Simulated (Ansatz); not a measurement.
## Sensitivity of the G0W0 gap of Sr2SiS4 (P2_1/m)

A base run on Sr2SiS4 (P2_1/m), then changed inputs.

Program: Ansatz 0.2.0. Level of theory: G0W0 on r2SCAN, plane waves, PAW. Results are calculated unless marked as measured.

In doubt: masses and optical values from hybrid runs of this build are listed as unsure (step 3), which bears on the screening that GW takes from such a start.

**1. The structure**

The structure is monoclinic, space group P2_1/m (No. 11). Conventional cell: a = 6.609 Å, b = 6.660 Å, c = 8.262 Å, α = 90.00°, β = 108.22°, γ = 90.00°. Sr has 9 S at 2.96 to 3.80 Å and 4 Si at 3.51 to 3.93 Å nearest. Sr has 8 S at 3.04 to 3.46 Å and 3 Si at 3.71 to 3.89 Å nearest. Nearest to Si lie 4 S at 2.12 to 2.13 Å and 7 Sr at 3.51 to 3.93 Å. S has 1 Si at 2.12 Å and 5 Sr at 3.03 to 3.80 Å nearest. S has 1 Si at 2.13 Å and 4 Sr at 2.96 to 3.46 Å nearest. Nearest to S lie 1 Si at 2.12 Å and 4 Sr at 3.01 to 3.13 Å. Farther neighbours and most contacts between anions are not listed.

The cell and positions are those that the Materials Project relaxed with its own functionals (PBE, PBE+U or r2SCAN), kept fixed. The default PAW set here is soft_2. Its files were made with PBE.

**2. The base run: 2×2×2 mesh, 904 empty bands, screening to 110 eV**

G0W0 replaces the xc potential by the self-energy, built once from these orbitals. Only a window of levels is corrected, while the sums run over the empty bands that the input names.

File input.yaml:

```yaml
crystal:
  lattice:
    - [6.6087392105, 0.0, 0.0]
    - [0.0, 6.65954238, 0.0]
    - [-2.5827482587, 0.0, 7.848229828]
  atoms:
    - { symbol: Sr, position: [0.2836712, 0.75, 0.95180912] }
    - { symbol: Sr, position: [0.7163288, 0.25, 0.04819088] }
    - { symbol: Sr, position: [0.2248299, 0.75, 0.42926377] }
    - { symbol: Sr, position: [0.7751701, 0.25, 0.57073623] }
    - { symbol: Si, position: [0.72130103, 0.75, 0.7968462] }
    - { symbol: Si, position: [0.27869897, 0.25, 0.2031538] }
    - { symbol: S, position: [0.88645343, 0.75, 0.06157594] }
    - { symbol: S, position: [0.11354657, 0.25, 0.93842406] }
    - { symbol: S, position: [0.91690048, 0.75, 0.63566798] }
    - { symbol: S, position: [0.08309952, 0.25, 0.36433202] }
    - { symbol: S, position: [0.51038414, 0.50196672, 0.7372482] }
    - { symbol: S, position: [0.48961586, 0.00196672, 0.2627518] }
    - { symbol: S, position: [0.48961586, 0.49803328, 0.2627518] }
    - { symbol: S, position: [0.51038414, 0.99803328, 0.7372482] }
kpoints:
  mp_grid: { grid: [2, 2, 2] }
hamiltonian:
  xc: r2scan
scf:
  occupations: { method: fixed }
gw:
  n_empty_bands: 904
  ecut_chi: 110.0
  qp_bands: [v4, c4]
  qp_kpoints: band_edges
  screening: { model: contour_deformation }
```

Started as:

```sh
$ ansatz run input.yaml --threads 24 --pin off --max-ram 82944MiB --backend cuda --events-out ev --progress --plain --runs-dir out --devices 1 --max-vram 78GiB
```

Numbers of over 12 decimals in the logs are rounded to 6 here.

Output:

```text
GPUs: using 1 of 1 available (devices: 1).
Engine: ansatz 0.2.0, aarch64-unknown-linux-gnu
Pseudopotentials: kind: paw
Pseudopotential: Sr, paw, valence charge 10, recommended cutoff 500 eV (meta_gga), Sr.paw.azcp
Pseudopotential: Si, paw, valence charge 4, recommended cutoff 500 eV (meta_gga), Si.paw.azcp
Pseudopotential: S, paw, valence charge 6, recommended cutoff 500 eV (meta_gga), S.paw.azcp
Functional definition: r2SCAN
  parameter k0 = 0.174
  parameter k1 = 0.065
  parameter a1 = 4.9479
  exchange = r2scan_x(k0 = k0, k1 = k1, a1 = a1)
  correlation = r2scan_c
[...]
Crystal: 14 atoms, lattice volume = 345.410 Å³
Basis set: ecut = 500 eV, 8735 PW (Γ), exchange–correlation on 200×200×256 points (64 copies of the dense FFT grid, shifted against one another)
Bands: 62, of which v1, the nominal top of the filled ones, is band 48 counted from 1 (47 counted from 0)
Symmetry: 4 space group operations
Space group: P21/m (ITA 11), of the structure as read, at distance tolerance 7.0e-5 Å
k-points: 8
Non-local potential: Sr, projectors of the file, l = 0: 3, l = 1: 2, l = 2: 2
Non-local potential: Si, projectors of the file, l = 0: 2, l = 1: 2, l = 2: 2
Non-local potential: S, projectors of the file, l = 0: 2, l = 1: 2, l = 2: 2
PAW form: soft (Blöchl's): semilocal exchange-correlation on the pseudo side does not see the compensation charge
PAW frozen core: Sr, regenerated for the run's functional (the file was generated under x = pbe(κ = 0.804, μ = 0.219515), c = pbe(β = 0.066725))
PAW frozen core: Si, regenerated for the run's functional (the file was generated under x = pbe(κ = 0.804, μ = 0.219515), c = pbe(β = 0.066725))
PAW frozen core: S, regenerated for the run's functional (the file was generated under x = pbe(κ = 0.804, μ = 0.219515), c = pbe(β = 0.066725))
PAW one-centre angular grid: Sr, 302 points (default); XC on 160 Gauss nodes
PAW one-centre angular grid: Si, 302 points (default); XC on 160 Gauss nodes
PAW one-centre angular grid: S, 302 points (default); XC on 160 Gauss nodes
Initial density: superposition of atomic densities (neutral atoms: chi_scale 0, normalization atom), corrected by the library's trained network
Initial wavefunctions: pseudopotential atomic-orbital guess
[...]
Functional: x = r2scan, c = r2scan; τ floored in thin density (d = 2e-4 eV/Å³)
SCF iter   1: F=—  HF=-22770.275643 eV  |F-HF|=—  |Δ(HF+E_count)|=         —  Δρ=4.35e-3  dr2=6.68e-2  dr2_τ=1.34e-1  ethr=1.77e-3  ⟨swp⟩=6.8  Hψ=2001  notcnv=0  defer=81
preconditioner: auto → Resta (q_TF=auto, 2.204 Å⁻¹)  ε∞=3.0  [insulator: Δε(μ)=3.415 eV  Ē_g=13.374 eV  n_scr=64 (ndim 8)  ℏωp=18.7 eV  f_vac=0.008  ε∞_Penn≈3.0]
SCF iter   2: F=—  HF=-22770.527555 eV  |F-HF|=—  |Δ(HF+E_count)|=   2.52e-1  Δρ=2.65e-3  dr2=1.74e-2  dr2_τ=7.86e-4  ethr=6.96e-5  ⟨swp⟩=3.1  Hψ=947  notcnv=0  defer=96
SCF iter   3: F=—  HF=-22770.525325 eV  |F-HF|=—  |Δ(HF+E_count)|=   2.23e-3  Δρ=4.11e-4  dr2=9.96e-4  dr2_τ=1.09e-4  ethr=1.82e-5  ⟨swp⟩=4.0  Hψ=846  notcnv=0  defer=96
SCF iter   4: F=—  HF=-22770.525287 eV  |F-HF|=—  |Δ(HF+E_count)|=   3.75e-5  Δρ=1.06e-4  dr2=4.40e-5  dr2_τ=2.74e-6  ethr=1.04e-6  ⟨swp⟩=2.0  Hψ=635  notcnv=0  defer=96
SCF iter   5: F=—  HF=-22770.525306 eV  |F-HF|=—  |Δ(HF+E_count)|=   1.87e-5  Δρ=3.14e-5  dr2=4.11e-6  dr2_τ=3.08e-7  ethr=4.58e-8  ⟨swp⟩=2.0  Hψ=693  notcnv=0  defer=96
SCF iter   6: F=—  HF=-22770.525308 eV  |F-HF|=—  |Δ(HF+E_count)|=   2.14e-6  Δρ=7.77e-6  dr2=3.39e-7  dr2_τ=3.31e-8  ethr=4.28e-9  ⟨swp⟩=2.0  Hψ=815  notcnv=0  defer=96
SCF iter   7: F=-22770.525308 eV  HF=-22770.525308 eV  |F-HF|=2.20e-9  |Δ(HF+E_count)|=   4.90e-8  Δρ=2.20e-6  dr2=3.19e-8  dr2_τ=1.85e-9  ethr=1.04e-10  ⟨swp⟩=20.2  Hψ=3353  notcnv=0
SCF 1 converged in 7 iterations: F = -22770.525308 eV  dr2 = 3.19e-8
[...]
NSCF: frozen V_eff on 8 k-points
[...]
SCF converged after 7 iterations
[...]
0    52      9.7756    -6.4634    -3.8625   -10.8665  0.8158    10.3191    10.3162  root
     1    45      4.6741   -17.4297     2.1022   -14.5125  0.7810     3.8511     3.8592  root
     1    46      4.8412   -17.5012     2.1090   -14.5852  0.7808     4.0263     4.0342  root
     1    47      5.0339   -18.2404     2.0743   -15.3842  0.7838     4.2452     4.2521  root
     1    48      5.1877   -18.3350     2.0630   -15.5056  0.7824     4.4147     4.4213  root
     1    49      9.3451    -7.0316    -3.8181   -11.4533  0.8149     9.9523     9.9488  root
     1    50      9.5909    -7.8245    -3.9446   -12.4711  0.8097    10.2979    10.2929  root
     1    51      9.6499    -6.3444    -3.8839   -10.7689  0.8170    10.1934    10.1905  root
[...]
7    49      9.9845    -6.7122    -3.9335   -11.2370  0.8129    10.5794    10.5757  root
     7    50      9.9845    -6.7122    -3.9335   -11.2370  0.8129    10.5794    10.5757  root
     7    51     10.0826    -6.2416    -3.9587   -10.7838  0.8140    10.6697    10.6661  root
     7    52     10.0826    -6.2416    -3.9587   -10.7838  0.8140    10.6697    10.6661  root
```

Run time: 11 s. Hardware: 1 × NVIDIA GB200 (shared by 2 runs) with 24 threads of Arm Neoverse V2, shared host; peak memory 4.4 GiB.

The column dr2 measures how far the density is from self-consistency, as an energy; F and HF (Harris–Foulkes) agree once it is small.

This step gave:

| Property | Result |
| --- | --- |
| bands summed | 952 |
| RPA ε∞ on this mesh (eigenvalues) | 3.964, 4.009, 4.295 |
| plane waves in the screening matrix | 911 |
| q-points in the mesh | 8 |
| G0W0 gap on the mesh | 4.655 eV |
| k of the valence top | 0, 0, 0 |
| k of the conduction bottom | -0.5, 0, 0 |
| starting gap on the mesh | 3.399 eV |
| Z at the valence top | 0.7806 |
| Z at the conduction bottom | 0.8229 |
| least direct G0W0 gap on the computed points | 4.851 eV |

The gap on the mesh goes from 3.40 eV to 4.66 eV, a correction of +1.26 eV. Between the two edge states, bare exchange in place of the xc potential would open the gap by 7.02 eV, and correlation takes back 5.76 eV.

**3. Variant: starting point**

This step: G0W0 on r2SCANh, plane waves, PAW.

input.yaml: that of step 2 with these lines changed.

```diff
@@ -23,3 +23,3 @@
 hamiltonian:
-  xc: r2scan
+  xc: r2scanh
 scf:
@@ -27,4 +27,4 @@
 gw:
-  n_empty_bands: 904
-  ecut_chi: 110.0
+  n_empty_bands: 784
+  ecut_chi: 100
   qp_bands: [v4, c4]
```

Output:

```text
GPUs: using 1 of 1 available (devices: 1).
[...]
davidson cushion auto → on  (no smearing: the cushion is to keep the highest requested band from converging to the state above it; pin scf.eigensolver.cushion to override)
[...]
Crystal: 14 atoms, lattice volume = 345.410 Å³
Basis set: ecut = 500 eV, 8735 PW (Γ), exchange–correlation on 200×200×256 points (64 copies of the dense FFT grid, shifted against one another)
Bands: 62, of which v1, the nominal top of the filled ones, is band 48 counted from 1 (47 counted from 0)
[... 1 set-up line as in the run before ...]
[...]
k-points: 8
[...]
SCF iter   1: F=—  HF=-22770.279757 eV  |F-HF|=—  |Δ(HF+E_count)|=         —  Δρ=4.39e-3  dr2=6.20e-2  dr2_τ=1.30e-1  ethr=1.77e-3  ⟨swp⟩=12.5  Hψ=2779  notcnv=0
[...]
SCF iter   2: F=—  HF=-22770.527337 eV  |F-HF|=—  |Δ(HF+E_count)|=   2.48e-1  Δρ=2.37e-3  dr2=1.42e-2  dr2_τ=8.86e-4  ethr=6.46e-5  ⟨swp⟩=5.4  Hψ=1687  notcnv=0  defer=1
[...]
SCF iter   4: F=-22770.525062 eV  HF=-22770.525353 eV  |F-HF|=2.91e-4  |Δ(HF+E_count)|=   4.37e-4  Δρ=2.15e-4  dr2=3.87e-4  dr2_τ=1.22e-5  ethr=3.99e-7  ⟨swp⟩=3.2  Hψ=2587  notcnv=0
SCF 1 stopped early in 4 iterations: F = -22770.525062 eV  dr2 = 3.87e-4
[...]
Exchange kernel: α = 0.1000, full range, Wigner–Seitz truncation, v(0) = 6741.2251 eV·Å³, q-mesh 2×2×2, nearest image of the exchange supercell L = 13.22 Å, pair-density grid 30×30×36, without the augmentation charges, whose exchange is taken in its separable form by FFT convolution over the k-point mesh (sized by the pseudopotential files, 48×50×60 at the most), smooth part of the exact exchange by density-matrix convolution in up to 6.27 GiB of GPU memory as planned if the GPU has room (build and FFT work areas not counted)
Frozen-core exchange: fock
[...]
hybrid outer 1: dexx = +1.132e-3 eV, tail = 1.37e-6 eV
[...]
SCF 3 converged in 2 iterations: F = -22769.471033 eV  dr2 = 2.43e-8
hybrid outer 2: dexx = +6.669e-8 eV, tail = 5.29e-8 eV, Δε = 2.47e-4 eV (about 4.53e-5 eV left of the loop's levels)
[...]
0    52     10.0469    -6.3803    -3.7200   -10.4982  0.8285    10.4461    10.4447  root
     1    45      4.2864   -17.4554     2.0153   -14.9126  0.7964     3.7562     3.7589  root
     1    46      4.4539   -17.5242     2.0233   -14.9818  0.7961     3.9321     3.9348  root
     1    47      4.6536   -18.2531     1.9961   -15.7660  0.7987     4.1603     4.1626  root
     1    48      4.8130   -18.3471     1.9830   -15.8874  0.7976     4.3342     4.3363  root
     1    49      9.6228    -6.8674    -3.6776   -10.9932  0.8281    10.0726    10.0710  root
     1    50      9.8886    -7.4155    -3.7948   -11.7274  0.8242    10.4079    10.4056  root
     1    51      9.9204    -6.5518    -3.7403   -10.7148  0.8283    10.3446    10.3431  root
[...]
7    49     10.2686    -6.5182    -3.7785   -10.7281  0.8264    10.7016    10.6999  root
     7    50     10.2686    -6.5182    -3.7785   -10.7281  0.8264    10.7016    10.6999  root
     7    51     10.3681    -6.1232    -3.8052   -10.3572  0.8271    10.7985    10.7969  root
     7    52     10.3681    -6.1232    -3.8052   -10.3572  0.8271    10.7985    10.7969  root
```

Elapsed: 58 s, on 1 × NVIDIA GB200 (shared by 2 runs) with 24 threads; peak memory 3.5 GiB; 2.6 min of CPU time.

The G0W0 gap on the mesh is 4.852 eV.

Against the base:

```csv
setting,base,variant
start,r2SCAN,r2SCANh
empty bands,904,784
screening cutoff (eV),110.0,100
```

```csv
quantity,variant,base
starting gap on the mesh,4.019,3.399
G0W0 gap on the mesh,4.852,4.655
least direct G0W0 gap on the computed points,5.053,4.851
Z at the valence top,0.796,0.781
Z at the conduction bottom,0.835,0.823
```

**4. Variant: wider window of levels**

This step: G0W0 on r2SCAN, plane waves, PAW.

input.yaml: that of step 3 with these lines changed.

```diff
@@ -23,3 +23,3 @@
 hamiltonian:
-  xc: r2scanh
+  xc: r2scan
 scf:
@@ -29,4 +29,4 @@
   ecut_chi: 100
-  qp_bands: [v4, c4]
-  qp_kpoints: band_edges
+  qp_bands: [v6, c6]
+  qp_kpoints: [[0, 0, 0]]
   screening: { model: contour_deformation }
```

Output:

```text
GPUs: using 1 of 1 available (devices: 1).
[...]
device memory: the entry about to start is reckoned to put 7.9 GiB on a device that reports 155.5 GiB free (of which the cap on the GPU budget leaves the run 78.0 GiB)
GPU FFT provider: cuFFT
GPU libraries: cuBLAS 13.8.1, cuFFT 12.4.0, cuSOLVER 12.3.2
GPU matrix products: emulated (plane waves: as basis.precision tells), large ones in fixed point in workspaces of 1.00 GiB
Crystal: 14 atoms, lattice volume = 345.410 Å³
Basis set: ecut = 500 eV, 8735 PW (Γ), exchange–correlation on 200×200×256 points (64 copies of the dense FFT grid, shifted against one another)
Bands: 62, of which v1, the nominal top of the filled ones, is band 48 counted from 1 (47 counted from 0)
[... 1 set-up line as in the run before ...]
[...]
k-points: 8
[...]
GPU buffer pool allocated for 160000 grid points (all kernels)
GPU transforms: local potential and band sums: pruned to the plane-wave sphere, on 50×50×64
[...]
SCF iter   1: F=—  HF=-22770.275643 eV  |F-HF|=—  |Δ(HF+E_count)|=         —  Δρ=4.35e-3  dr2=6.68e-2  dr2_τ=1.34e-1  ethr=1.77e-3  ⟨swp⟩=6.8  Hψ=2001  notcnv=0  defer=81
[...]
SCF iter   7: F=-22770.525308 eV  HF=-22770.525308 eV  |F-HF|=2.20e-9  |Δ(HF+E_count)|=   4.90e-8  Δρ=2.20e-6  dr2=3.19e-8  dr2_τ=1.85e-9  ethr=1.04e-10  ⟨swp⟩=20.2  Hψ=3353  notcnv=0
SCF 1 converged in 7 iterations: F = -22770.525308 eV  dr2 = 3.19e-8
[...]
NSCF: frozen V_eff on 8 k-points
[...]
G₀W₀ screening: q 1/8
[... further progress lines ...]
[...]
SCF converged after 7 iterations
Free energy (F): -22770.525308 eV
[...]
Internal energy: -22770.525308 eV  (E = F + TS)
E sigma→0 (E₀):  -22770.525308 eV
Fermi energy:    5.282689 eV
[...]
--- Band table (eV; the first three rows and the last of 8) ---
  k-point 0: bands = [... 44 lower, 4.7806, 4.9650, 5.0800, 5.2827, 9.1909, 9.4389, 9.5384, 9.7756, ... 10 higher]
  k-point 1: bands = [... 44 lower, 4.6741, 4.8412, 5.0339, 5.1877, 9.3451, 9.5909, 9.6499, 9.7979, ... 10 higher]
  k-point 2: bands = [... 44 lower, 4.4662, 4.4662, 4.9034, 4.9034, 9.5582, 9.5582, 10.0157, 10.0157, ... 10 higher]
  k-point 7: bands = [... 44 lower, 4.5838, 4.5838, 4.6918, 4.6918, 9.9845, 9.9845, 10.0826, 10.0826, ... 10 higher]
--- G₀W₀: contour deformation, 6 samples at zero and on the imaginary axis and 1 off it, 8 q-points, 784 empty bands' worth ---
  eigenvalues of the whole cell's RPA ε∞ on this k-mesh (on a slab, of 1 + 4πα/V) = 3.9646, 4.0103, 4.2962; static W/v taken at q = 0 is 0.244099
    ik  band        ε_KS         Σx   Σc(E_QP)       V_xc       Z   E_QP_lin       E_QP  E_QP is
     0    43      4.5438   -17.8775     2.1241   -15.0153  0.7810     3.7992     3.8057  root
     0    44      4.7739   -18.2456     2.1191   -15.4054  0.7819     4.0467     4.0528  root
     0    45      4.7806   -17.7930     2.2004   -14.8244  0.7789     4.0051     4.0124  root
     0    46      4.9650   -18.0966     2.1147   -15.2420  0.7843     4.2190     4.2252  root
     0    47      5.0800   -18.2323     2.1312   -15.3555  0.7849     4.3282     4.3344  root
     0    48      5.2827   -18.1265     2.0819   -15.3350  0.7811     4.5673     4.5731  root
     0    49      9.1909    -7.3016    -3.7171   -11.5078  0.8139     9.6824     9.6801  root
     0    50      9.4389    -5.8728    -3.8544   -10.2468  0.8225     9.9611     9.9584  root
     0    51      9.5384    -7.4228    -3.8679   -11.9308  0.8118    10.1825    10.1784  root
     0    52      9.7756    -6.4634    -3.8355   -10.8665  0.8160    10.3465    10.3432  root
     0    53      9.8957    -6.2078    -3.9805   -10.8062  0.8166    10.5178    10.5137  root
     0    54      9.9348    -6.2166    -3.7404   -10.4744  0.8173    10.4548    10.4522  root
```

The job ended after 7.5 s (1 × NVIDIA GB200 (shared by 2 runs) with 24 threads; peak memory 4.3 GiB; 36 s of CPU time).

Absolute levels on the run's own zero. QP, by row:

```csv
k index,band,KS (eV),Sigma_x (eV),Sigma_c (eV),Vxc (eV),Z,QP linearised (eV),QP (eV),source,doubts
0,43,4.544,-17.88,2.124,-15.02,0.781,3.799,3.806,root,
0,44,4.774,-18.25,2.119,-15.41,0.7819,4.047,4.053,root,
0,45,4.781,-17.79,2.2,-14.82,0.7789,4.005,4.012,root,
0,46,4.965,-18.1,2.115,-15.24,0.7843,4.219,4.225,root,
0,47,5.08,-18.23,2.131,-15.36,0.7849,4.328,4.334,root,
0,48,5.283,-18.13,2.082,-15.34,0.7811,4.567,4.573,root,
0,49,9.191,-7.302,-3.717,-11.51,0.8139,9.682,9.68,root,
0,50,9.439,-5.873,-3.854,-10.25,0.8225,9.961,9.958,root,
0,51,9.538,-7.423,-3.868,-11.93,0.8118,10.18,10.18,root,
0,52,9.776,-6.463,-3.836,-10.87,0.816,10.35,10.34,root,
0,53,9.896,-6.208,-3.981,-10.81,0.8166,10.52,10.51,root,
0,54,9.935,-6.217,-3.74,-10.47,0.8173,10.45,10.45,root,
```

Against the base:

```csv
setting,base,variant
empty bands,904,784
screening cutoff (eV),110.0,100
levels asked,v4 to c4,v6 to c6
points asked,band edges,"[[0, 0, 0]]"
```

**5. What came out**

```yaml
base: 4.66 eV, 11 s
starting_point: 4.85 eV, 58 s
wider_window_of_levels: direct gap at the listed points 5.11 eV, 7.5 s
```

What this shows: Starting point: the gap moves by +0.20 eV and the time by a factor of 5.1. The variant differs from the base in start, empty bands and screening cutoff together, so the change can't be laid to one of them. Wider window of levels: only the listed points were computed; the least direct gap there is 5.11 eV, with empty bands, screening cutoff, levels asked and points asked changed against the base. All runs here use a coarse mesh and modest cutoffs; they test settings and are not final values. The 2×2×2 mesh is coarse for this cell (its supercell is 13 Å along the shortest edge). The RPA ε∞ on it, from the r2SCAN start, is 3.96, 4.01 and 4.30; such meshes misread the long-range screening, most where the gap is narrow. The many-body steps are scalar-relativistic: spin-orbit coupling is not in them.

[Paths, hosts, dates, memory and timing lines, banners, echoed tables and standing remarks are left out of the program output.]

[Logs are printed without paths, hosts, clocks, repeated set-up lines and the standing remarks that a program may print on its own settings, such as how far it seeks lower states.]

[Runs of the session that timed out or met a known fault of the program may be left out.]

[Cells called generated may have been cut or substituted from an entry of the Crystallography Open Database or the Materials Project.]

[Hosts, paths, dates, database ids (printed as entryN), source tags and the programs' standing remarks are cut or masked in the printed files.]
